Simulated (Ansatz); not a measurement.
# Reading EPR parameters

A crystal has the composition Ba2MP2O8, where M is a 3d element. A calculation (PBE+U, spin-orbit coupling in second variation, Ansatz) gives:

* S: 1/2
* g: 2.0679, 2.0724, 2.2275
* moment in its sphere: 0.66 μB

**Question.** Which ion is it, and why?

The crystal is Ba2CuP2O8, space group C2/m. The spin sits on Cu, with 4 O at 1.94 Å round it. With the usual charges of the other elements M must be +2. High-spin ions of that charge with S = 1/2 are d9 and d1, Cu and Sc; the sign of the g shift picks Cu²⁺ d⁹. Low-spin ions are left aside. The shift is positive: in a shell more than half full the orbital moment adds to the spin.

[Hosts, paths, dates, database ids (printed as entryN), source tags and the programs' standing remarks are cut or masked in the printed files.]
